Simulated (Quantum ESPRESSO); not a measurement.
# KMgF3 (Pm-3m): modes at Γ and the response to a field, part 2 of 5

Aim: the zone-centre modes of KMgF3 (Pm-3m).

Quantum ESPRESSO 7.5; DFT PBE, scalar-relativistic, plane waves, GBRV ultrasoft pseudopotentials.

So far. Step 2 (A probe with smearing): A gap of 7.3 eV opens on this mesh, so the crystal is taken as an insulator; the start stands at 3.8 GPa. Step 4 (Ground state): The cell stands at 0.046 GPa, close enough for phonons.

### Step 5. Zone-centre response

At q = 0 one unit cell holds all displacements; symmetry groups them into irreducible representations that are solved one by one. The response to a field gives ε∞ and the Born charges, which polar modes need.

ph.in reads:

```
phonons
 &inputph
    prefix='x',
    outdir='./tmp',
    fildyn='g.dyn',
    tr2_ph=1.0d-18,
    epsil=.true.,
 /
0.000000000000 0.000000000000 0.000000000000
```

Launch:

```
$ OMP_NUM_THREADS=1 mpirun -n 4 ph.x -nk 4 -in ph.in > ph.out
```

The program printed:

```text
[banners, grids, parts of the stress and lines that vanish by symmetry left out]
[banner, memory and clock lines left out]
Program PHONON v.7.5

     ./tmp/x.save/

     IMPORTANT: XC functional enforced from input :
     Exchange-correlation= PBE
                           (   1   4   3   4   0   0   0)
     Any further DFT definition will be discarded
     Please, verify this is what you really want

     G-vector sticks info

     Reading collected, re-writing distributed wavefunctions in ./tmp/

     Number and degeneracy of irreps per q-point
       N         xq(1)         xq(2)         xq(3)   N irreps
       1   0.000000000   0.000000000   0.000000000       5
        3   3   3   3   3

     Calculation of q =    0.0000000   0.0000000   0.0000000

     phonons

     bravais-lattice index     =            1
     lattice parameter (alat)  =       7.6584  a.u.
     unit-cell volume          =     449.1775 (a.u.)^3
     number of atoms/cell      =            5
     number of atomic types    =            3
     kinetic-energy cut-off    =      55.0000  Ry
     charge density cut-off    =     440.0000  Ry
     convergence threshold     =      1.0E-18
     beta                      =       0.7000
     number of iterations used =            4
     Exchange-correlation= PBE
                           (   1   4   3   4   0   0   0)

     celldm(1)=    7.65842  celldm(2)=    0.00000  celldm(3)=    0.00000
     celldm(4)=    0.00000  celldm(5)=    0.00000  celldm(6)=    0.00000

     crystal axes: (cart. coord. in units of alat)
               a(1) = (  1.0000  0.0000  0.0000 )
               a(2) = (  0.0000  1.0000  0.0000 )
               a(3) = (  0.0000  0.0000  1.0000 )

     reciprocal axes: (cart. coord. in units 2 pi/alat)
               b(1) = (  1.0000  0.0000  0.0000 )
               b(2) = (  0.0000  1.0000  0.0000 )
               b(3) = (  0.0000  0.0000  1.0000 )

     Atoms inside the unit cell:

     Cartesian axes

     site n.  atom      mass           positions (alat units)
        1  K      39.0983   tau(    1) = (    0.50000    0.50000    0.50000  )
        2  Mg     24.3050   tau(    2) = (    0.00000    0.00000    0.00000  )
        3  F      18.9984   tau(    3) = (    0.50000    0.00000    0.00000  )
        4  F      18.9984   tau(    4) = (    0.00000    0.50000    0.00000  )
        5  F      18.9984   tau(    5) = (    0.00000    0.00000    0.50000  )

     Computing dynamical matrix for
                    q = (   0.0000000   0.0000000   0.0000000 )

     49 Sym.Ops. (with q -> -q+G )

     G cutoff =  653.6896  (  69983 G-vectors)     FFT grid: ( 54, 54, 54)
     G cutoff =  326.8448  (  24837 G-vectors)  smooth grid: ( 40, 40, 40)
     number of k points=    35
                       cart. coord. in units 2pi/alat
        k(    1) = (   0.0000000   0.0000000   0.0000000), wk =   0.0039062
        k(    2) = (   0.0000000   0.0000000   0.1250000), wk =   0.0234375
        k(    3) = (   0.0000000   0.0000000   0.2500000), wk =   0.0234375
        [... further k-points left out ...]

     PseudoPot. # 1 for K  read from file:
     ./pseudo/K.upf
     Pseudo is Ultrasoft + core correction, Zval =  9.0

     PseudoPot. # 2 for Mg read from file:
     ./pseudo/Mg.upf
     Pseudo is Ultrasoft, Zval = 10.0

     PseudoPot. # 3 for F  read from file:
     ./pseudo/F.upf
     Pseudo is Ultrasoft, Zval =  7.0

     Mode symmetry, O_h (m-3m)  point group:

     Electric field:
     Dielectric constant
     Born effective charges as d Force / d E

     Atomic displacements:
     There are    5 irreducible representations

     Representation     1      3 modes -  To be done

     Representation     2      3 modes -  To be done

     Representation     3      3 modes -  To be done

     Representation     4      3 modes -  To be done

     Representation     5      3 modes -  To be done

     Alpha used in Ewald sum =   2.8000

     Electric Fields Calculation

      iter #   1   av.it.:   7.7
      thresh= 1.000E-02 alpha_mix =  0.700 |ddv_scf|^2 =  1.352E-08

      [... iterations left out ...]
      iter #   8   av.it.:  15.3
      thresh= 4.934E-10 alpha_mix =  0.700 |ddv_scf|^2 =  6.785E-19

     End of electric fields calculation

          Dielectric constant in cartesian axis

          (       2.064803408       0.000000000       0.000000000 )
          (       0.000000000       2.064803408       0.000000000 )
          (       0.000000000       0.000000000       2.064803408 )

          Effective charges (d Force / dE) in cartesian axis without acoustic sum rule applied (asr)

           atom    1  K     Mean Z*:        1.18101
      Ex  (        1.18101        0.00000        0.00000 )
      Ey  (        0.00000        1.18101        0.00000 )
      Ez  (        0.00000        0.00000        1.18101 )
           atom    2  Mg    Mean Z*:        2.02153
      Ex  (        2.02153        0.00000        0.00000 )
      Ey  (        0.00000        2.02153        0.00000 )
      Ez  (        0.00000        0.00000        2.02153 )
           atom    3  F     Mean Z*:       -1.06583
      Ex  (       -1.28903        0.00000        0.00000 )
      Ey  (        0.00000       -0.95422        0.00000 )
      Ez  (        0.00000        0.00000       -0.95422 )
           atom    4  F     Mean Z*:       -1.06583
      Ex  (       -0.95422        0.00000        0.00000 )
      Ey  (        0.00000       -1.28903        0.00000 )
      Ez  (        0.00000        0.00000       -0.95422 )
           atom    5  F     Mean Z*:       -1.06583
      Ex  (       -0.95422        0.00000        0.00000 )
      Ey  (        0.00000       -0.95422        0.00000 )
      Ez  (        0.00000        0.00000       -1.28903 )

          Effective charges Sum: Mean:        0.00507
              0.00507        0.00000        0.00000
              0.00000        0.00507        0.00000
              0.00000        0.00000        0.00507

          Effective charges (d Force / dE) in cartesian axis with asr applied:
           atom    1  K     Mean Z*:        1.18000
      E*x (        1.18000        0.00000        0.00000 )
      E*y (        0.00000        1.18000        0.00000 )
      E*z (        0.00000        0.00000        1.18000 )
           atom    2  Mg    Mean Z*:        2.02052
      E*x (        2.02052        0.00000        0.00000 )
      E*y (        0.00000        2.02052        0.00000 )
      E*z (        0.00000        0.00000        2.02052 )
           atom    3  F     Mean Z*:       -1.06684
      E*x (       -1.29005        0.00000        0.00000 )
      E*y (        0.00000       -0.95524        0.00000 )
      E*z (        0.00000        0.00000       -0.95524 )
           atom    4  F     Mean Z*:       -1.06684
      E*x (       -0.95524        0.00000        0.00000 )
      E*y (        0.00000       -1.29005        0.00000 )
      E*z (        0.00000        0.00000       -0.95524 )
           atom    5  F     Mean Z*:       -1.06684
      E*x (       -0.95524        0.00000        0.00000 )
      E*y (        0.00000       -0.95524        0.00000 )
      E*z (        0.00000        0.00000       -1.29005 )

     Representation #   1 modes #   1   2   3

     Self-consistent Calculation

      iter #   1   av.it.:   7.8
      thresh= 1.000E-02 alpha_mix =  0.700 |ddv_scf|^2 =  3.477E-07

      [... iterations left out ...]
      iter #   9   av.it.:  16.0
      thresh= 1.087E-10 alpha_mix =  0.700 |ddv_scf|^2 =  7.658E-21

     End of self-consistent calculation

     Convergence has been achieved

     Representation #   2 modes #   4   5   6

     Self-consistent Calculation

      iter #   1   av.it.:   7.7
      thresh= 1.000E-02 alpha_mix =  0.700 |ddv_scf|^2 =  6.682E-07

      [... iterations left out ...]
      iter #   9   av.it.:  15.4
      thresh= 2.510E-10 alpha_mix =  0.700 |ddv_scf|^2 =  1.246E-19

     End of self-consistent calculation

     Convergence has been achieved

     Representation #   3 modes #   7   8   9

     Self-consistent Calculation

      iter #   1   av.it.:   6.9
      thresh= 1.000E-02 alpha_mix =  0.700 |ddv_scf|^2 =  3.203E-07

      [... iterations left out ...]
      iter #   8   av.it.:  15.4
      thresh= 3.155E-10 alpha_mix =  0.700 |ddv_scf|^2 =  1.364E-19

     End of self-consistent calculation

     Convergence has been achieved

     Representation #   4 modes #  10  11  12

     Self-consistent Calculation

      iter #   1   av.it.:   7.8
      thresh= 1.000E-02 alpha_mix =  0.700 |ddv_scf|^2 =  3.513E-07

      [... iterations left out ...]
      iter #   8   av.it.:  15.3
      thresh= 5.432E-10 alpha_mix =  0.700 |ddv_scf|^2 =  6.940E-19

     End of self-consistent calculation

     Convergence has been achieved

     Representation #   5 modes #  13  14  15

     Self-consistent Calculation

      iter #   1   av.it.:   7.5
      thresh= 1.000E-02 alpha_mix =  0.700 |ddv_scf|^2 =  1.853E-07

      [... iterations left out ...]
      iter #   7   av.it.:  16.6
      thresh= 1.278E-10 alpha_mix =  0.700 |ddv_scf|^2 =  1.120E-20

     End of self-consistent calculation

     Convergence has been achieved

     Number of q in the star =    1
     List of q in the star:
          1   0.000000000   0.000000000   0.000000000

          Dielectric constant in cartesian axis

          (       2.064803408       0.000000000       0.000000000 )
          (       0.000000000       2.064803408       0.000000000 )
          (       0.000000000       0.000000000       2.064803408 )

          Effective charges (d Force / dE) in cartesian axis without acoustic sum rule applied (asr)

           atom    1  K     Mean Z*:        1.18101
      Ex  (        1.18101        0.00000        0.00000 )
      Ey  (        0.00000        1.18101        0.00000 )
      Ez  (        0.00000        0.00000        1.18101 )
           atom    2  Mg    Mean Z*:        2.02153
      Ex  (        2.02153        0.00000        0.00000 )
      Ey  (        0.00000        2.02153        0.00000 )
      Ez  (        0.00000        0.00000        2.02153 )
           atom    3  F     Mean Z*:       -1.06583
      Ex  (       -1.28903        0.00000        0.00000 )
      Ey  (        0.00000       -0.95422        0.00000 )
      Ez  (        0.00000        0.00000       -0.95422 )
           atom    4  F     Mean Z*:       -1.06583
      Ex  (       -0.95422        0.00000        0.00000 )
      Ey  (        0.00000       -1.28903        0.00000 )
      Ez  (        0.00000        0.00000       -0.95422 )
           atom    5  F     Mean Z*:       -1.06583
      Ex  (       -0.95422        0.00000        0.00000 )
      Ey  (        0.00000       -0.95422        0.00000 )
      Ez  (        0.00000        0.00000       -1.28903 )

          Effective charges Sum: Mean:        0.00507
              0.00507        0.00000        0.00000
              0.00000        0.00507        0.00000
              0.00000        0.00000        0.00507

          Effective charges (d Force / dE) in cartesian axis with asr applied:
           atom    1  K     Mean Z*:        1.18000
      E*x (        1.18000        0.00000        0.00000 )
      E*y (        0.00000        1.18000        0.00000 )
      E*z (        0.00000        0.00000        1.18000 )
           atom    2  Mg    Mean Z*:        2.02052
      E*x (        2.02052        0.00000        0.00000 )
      E*y (        0.00000        2.02052        0.00000 )
      E*z (        0.00000        0.00000        2.02052 )
           atom    3  F     Mean Z*:       -1.06684
      E*x (       -1.29005        0.00000        0.00000 )
      E*y (        0.00000       -0.95524        0.00000 )
      E*z (        0.00000        0.00000       -0.95524 )
           atom    4  F     Mean Z*:       -1.06684
      E*x (       -0.95524        0.00000        0.00000 )
      E*y (        0.00000       -1.29005        0.00000 )
      E*z (        0.00000        0.00000       -0.95524 )
           atom    5  F     Mean Z*:       -1.06684
      E*x (       -0.95524        0.00000        0.00000 )
      E*y (        0.00000       -0.95524        0.00000 )
      E*z (        0.00000        0.00000       -1.29005 )

     Diagonalizing the dynamical matrix

     q = (    0.000000000   0.000000000   0.000000000 )

 **************************************************************************
     freq (    1) =      -0.526114 [THz] =     -17.549285 [cm-1]
     freq (    2) =      -0.526114 [THz] =     -17.549285 [cm-1]
     freq (    3) =      -0.526114 [THz] =     -17.549285 [cm-1]
     freq (    4) =       4.163802 [THz] =     138.889478 [cm-1]
     freq (    5) =       4.163802 [THz] =     138.889478 [cm-1]
     freq (    6) =       4.163802 [THz] =     138.889478 [cm-1]
     freq (    7) =       5.413403 [THz] =     180.571702 [cm-1]
     freq (    8) =       5.413403 [THz] =     180.571702 [cm-1]
     freq (    9) =       5.413403 [THz] =     180.571702 [cm-1]
     freq (   10) =       8.405973 [THz] =     280.393083 [cm-1]
     freq (   11) =       8.405973 [THz] =     280.393083 [cm-1]
     freq (   12) =       8.405973 [THz] =     280.393083 [cm-1]
     freq (   13) =      12.742695 [THz] =     425.050557 [cm-1]
     freq (   14) =      12.742695 [THz] =     425.050557 [cm-1]
     freq (   15) =      12.742695 [THz] =     425.050557 [cm-1]
 **************************************************************************

     Mode symmetry, O_h (m-3m)  point group:

     freq (   1-   3) =        -17.5  [cm-1]   --> T_1u G_15  G_4- I
     freq (   4-   6) =        138.9  [cm-1]   --> T_1u G_15  G_4- I
     freq (   7-   9) =        180.6  [cm-1]   --> T_2u G_25  G_5-
     freq (  10-  12) =        280.4  [cm-1]   --> T_1u G_15  G_4- I
     freq (  13-  15) =        425.1  [cm-1]   --> T_1u G_15  G_4- I
```

The job ended after 23 min (4 MPI ranks of Arm Neoverse N1, shared host).

This step gave:

```
miss of the charge sum rule                                       : 0.005070 e
largest acoustic frequency at the zone centre before the sum rule : -17.55 cm⁻¹
highest optical zone-centre mode (no LO-TO term)                  : 425.1 cm⁻¹
lowest optical zone-centre mode                                   : 138.9 cm⁻¹
mean high-frequency dielectric constant                           : 2.065
largest Born charge in size (third of the trace)                  : 2.022 e
```

Born charge (rows field, columns displacement), before the sum rule (e), principal values of the symmetric part by kind of site:

```tsv
atom	atoms with these values	low	middle	high	mean
K1	1	1.18	1.18	1.18	1.18
Mg2	1	2.02	2.02	2.02	2.02
F3	3	-1.29	-0.95	-0.95	-1.07
```

In full for F3:

```
-1.29  0.00  0.00
 0.00 -0.95  0.00
 0.00  0.00 -0.95
```

High-frequency dielectric tensor:

```
2.06 0.00 0.00
0.00 2.06 0.00
0.00 0.00 2.06
```

The acoustic modes at Γ come out as far as 17.6 cm⁻¹ from zero, where they should vanish, a sizeable error of basis and grid; the Born charges miss their sum rule by 0.0051 e, which is good.

### Step 6. Zone-centre analysis

A rigid shift of the crystal must cost nothing, but grids and finite bases break this; the acoustic sum rule is imposed before the matrix is diagonalised again. With Born charges the intensities follow, and the static dielectric tensor.

dynmat.in reads:

```
 &input
    fildyn='g.dyn',
    asr='simple',
    fileig='dynmat.eig',
    lperm=.true.,
 /
```

Launch:

```
$ dynmat.x -in dynmat.in > dynmat.out
```

The program printed:

```text
[banner, memory and clock lines left out]
Program DYNMAT v.7.5

     Reading Dynamical Matrix from file g.dyn
     ...Force constants read
     ...epsilon and Z* read
     A direction for q was not specified:TO-LO splitting will be absent

     Polarizability (A^3 units)
     multiply by 0.738043 for Clausius-Mossotti correction
         5.640024    0.000000    0.000000
         0.000000    5.640024    0.000000
         0.000000    0.000000    5.640024

     IR activities are in (D/A)^2/amu units

# mode   [cm-1]    [THz]      IR
    1     -0.00   -0.0000    0.0000
    2     -0.00   -0.0000    0.0000
    3      0.00    0.0000    0.0000
    4    139.21    4.1735    1.8504
    5    139.21    4.1735    1.8504
    6    139.21    4.1735    1.8504
    7    180.61    5.4145    0.0000
    8    180.61    5.4145    0.0000
    9    180.61    5.4145    0.0000
   10    281.37    8.4353    3.3917
   11    281.37    8.4353    3.3917
   12    281.37    8.4353    3.3917
   13    425.85   12.7667    3.6920
   14    425.85   12.7667    3.6920
   15    425.85   12.7667    3.6920

Electronic dielectric permittivity tensor (relative, adimensional)
         2.064803    0.000000    0.000000
         0.000000    2.064803    0.000000
         0.000000    0.000000    2.064803

 ... with zone-center polar mode contributions
         7.149250   -0.000000   -0.000000
        -0.000000    7.149250    0.000000
        -0.000000    0.000000    7.149250

[end of the log left out, with the tail of the file of modes that dynmat.x writes under the same name]
```

Elapsed: 0.5 s, on 1 thread.

This step gave:

```yaml
highest_optical_zone_centre_mode_no_lo_to_term: 425.9 cm⁻¹
lowest_optical_zone_centre_mode: 139.2 cm⁻¹
mean_static_dielectric_constant: 7.149
```

Unit eigenvectors of the mass-weighted matrix after the sum rule; no LO-TO term. Modes at Γ, with each element's share of the kinetic energy:

```tsv
mode	frequency (cm⁻¹)	symmetry	K %	Mg %	F %
1	0.0	acoustic	32	20	47
2	0.0	acoustic	32	20	47
3	0.0	acoustic	32	20	47
4	139.2	T1u	67	5	28
5	139.2	T1u	67	5	28
6	139.2	T1u	67	5	28
7	180.6	T2u	0	0	100
8	180.6	T2u	0	0	100
9	180.6	T2u	0	0	100
10	281.4	T1u	1	47	52
11	281.4	T1u	1	47	52
12	281.4	T1u	1	47	52
13	425.8	T1u	0	27	73
14	425.8	T1u	0	27	73
15	425.8	T1u	0	27	73
```

Displacements in mode 4 (139.2 cm⁻¹), the largest set to 1:
```
K1   1.00 -0.68 -0.03
Mg2 -0.35  0.24  0.01
F3  -0.46  0.39  0.02
F4  -0.58  0.31  0.02
F5  -0.58  0.39  0.01
```

Displacements in mode 11 (281.4 cm⁻¹), the largest set to 1:
```
K1  -0.08  0.02 -0.11
Mg2  0.78 -0.16  1.00
F3   0.37  0.12 -0.77
F4  -0.60 -0.07 -0.77
F5  -0.60  0.12  0.47
```

Degenerate modes summed, no LO-TO term. Infrared lines, with heights relative to the strongest:

```tsv
position (cm⁻¹)	lines merged	label	IR intensity, relative
139	3	T1u	50
181	3	T2u	0.0
281	3	T1u	92
426	3	T1u	100
```

Static dielectric tensor (ions relaxed, fixed cell):

```
7.15 0.00 0.00
0.00 7.15 0.00
0.00 0.00 7.15
```

The rule also moves an optical mode by 1.0 cm⁻¹.

[end of part 2 of 5]

[Host names and launcher messages were left out of these logs when they were recorded.]

[Logs are printed without paths, hosts, clocks, repeated set-up lines and the standing remarks that a program may print on its own settings, such as how far it seeks lower states.]

[Hosts, paths, dates, database ids (printed as entryN), source tags and the programs' standing remarks are cut or masked in the printed files.]
